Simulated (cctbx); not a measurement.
# Diagnosing a refinement

Cell a = 12.1550 Å, b = 7.0230 Å, c = 5.7050 Å, α = 90.00°, β = 90.00°, γ = 90.00°; space group Pnma (no. 62). The compound is LiNiAsS3O.

The data are simulated with cctbx, not measured: Mo Kα, λ = 0.71073 Å, to d = 0.77 Å, 50 % of the full sphere, strongest reflection 5000 counts, noise from counting, a 4 % proportional error and a noise floor of 15 counts (s.d.); no absorption, and some extinction, which the refinements don't model.

An anisotropic refinement with weights 1/σ² prints:

```text
Rint 0.089, 602 unique reflections to 0.77 A
cycle     R1     wR2    GooF  max shift (A)
   1  0.1626  0.2975   4.111   0.02193
   2  0.0639  0.1294   1.788   0.00023
final R1 0.0639 wR2 0.1294 GooF 1.788  parameters 39  data/parameter 15.4
atom        x        y        z      Ueq    occ   su(xyz)  su(Uiso or U11)
Ni1    0.09657  0.25000  0.43867  -0.0040  1.000  0.00027  0.0007  NPD
As1    0.77287  0.25000  0.50569   0.0247  1.000  0.00037  0.0011
S1     0.17255  0.02951  0.27636   0.0132  1.000  0.00050  0.0013
S2     0.59884  0.25000  0.71373   0.0139  1.000  0.00069  0.0020
O1     0.44524  0.25000  0.20084   0.0154  1.000  0.00207  0.0067
Li1    0.50000  0.50000  0.50000   0.0218  1.000  0.00000  0.0149  NPD
difference map: max 3.93 min -3.09 rms 0.59
Q1    0.0938  0.2500  0.5022    4    3.93  0.36 A from Ni1
Q2    0.2479  0.2500  0.6140    4    2.26  2.06 A from S2
Q3    0.1094  0.2500  0.3667    4    2.25  0.44 A from Ni1
Q4    0.2069  0.2500  0.3445    4    1.92  1.44 A from Ni1
Q5    0.0234  0.7500  0.5724    4    1.86  0.83 A from O1
Q6    0.0061  0.2500  0.6018    4    1.55  1.44 A from Ni1
```

**Question.** Can this result stand? If not, what is the likely fault?

Mend it. The fault: elements exchanged: As1 is Ni and Ni1 is As. Against the right model at the same level, R1 goes from 0.0351 to 0.0639 and GooF from 0.90 to 1.79, U of Ni1 shrinks from 0.0070 to -0.0040 Å², U of As1 swells from 0.0108 to 0.0247 Å² and Ni1 and Li1 go non-positive-definite. As1 has 5 electrons too many and its U swells to shed them, as expected; Ni1 has 5 electrons too few and its U shrinks to make up, as expected.

The compound is LiNiAsS3O. The right model at the same level gives:

```text
Rint 0.089, 602 unique reflections to 0.77 A
cycle     R1     wR2    GooF  max shift (A)
   1  0.0424  0.0780   1.078   0.00534
   2  0.0351  0.0653   0.902   0.00000
final R1 0.0351 wR2 0.0653 GooF 0.902  parameters 39  data/parameter 15.4
atom        x        y        z      Ueq    occ   su(xyz)  su(Uiso or U11)
As1    0.09672  0.25000  0.43913   0.0070  1.000  0.00014  0.0004
Ni1    0.77280  0.25000  0.50556   0.0108  1.000  0.00018  0.0005
S1     0.17228  0.02935  0.27615   0.0119  1.000  0.00025  0.0006
S2     0.59884  0.25000  0.71423   0.0129  1.000  0.00034  0.0010
O1     0.44329  0.25000  0.20057   0.0153  1.000  0.00108  0.0034
Li1    0.50000  0.50000  0.50000   0.0227  1.000  0.00000  0.0070
difference map: max 1.64 min -1.58 rms 0.41
Q1    0.1561  0.7500  0.1128    4    1.68  2.18 A from S1
Q2    0.2467  0.2500  0.6117    4    1.46  2.05 A from S2
Q3    0.1963  0.2500  0.3346    4    1.45  1.35 A from As1
Q4    0.0924  0.6762  0.0025    8    1.43  1.67 A from Li1
Q5    0.1486  0.2500  0.7336    4    1.38  0.67 A from S2
Q6    0.1289  0.2500  0.1887    4    1.38  1.48 A from As1
```

Isotropic U is held between 0.0001 and 1 Å² by the program, and listed peak heights are interpolated, so they can pass the grid's maximum.

The model was made for the exercise: a known structure type with other elements put in, its volume estimated, not relaxed; displacement parameters are assumed.

[Middle refinement cycles are left out of these outputs.]

[Logs are printed without paths, hosts, clocks, repeated set-up lines and the standing remarks that a program may print on its own settings, such as how far it seeks lower states.]
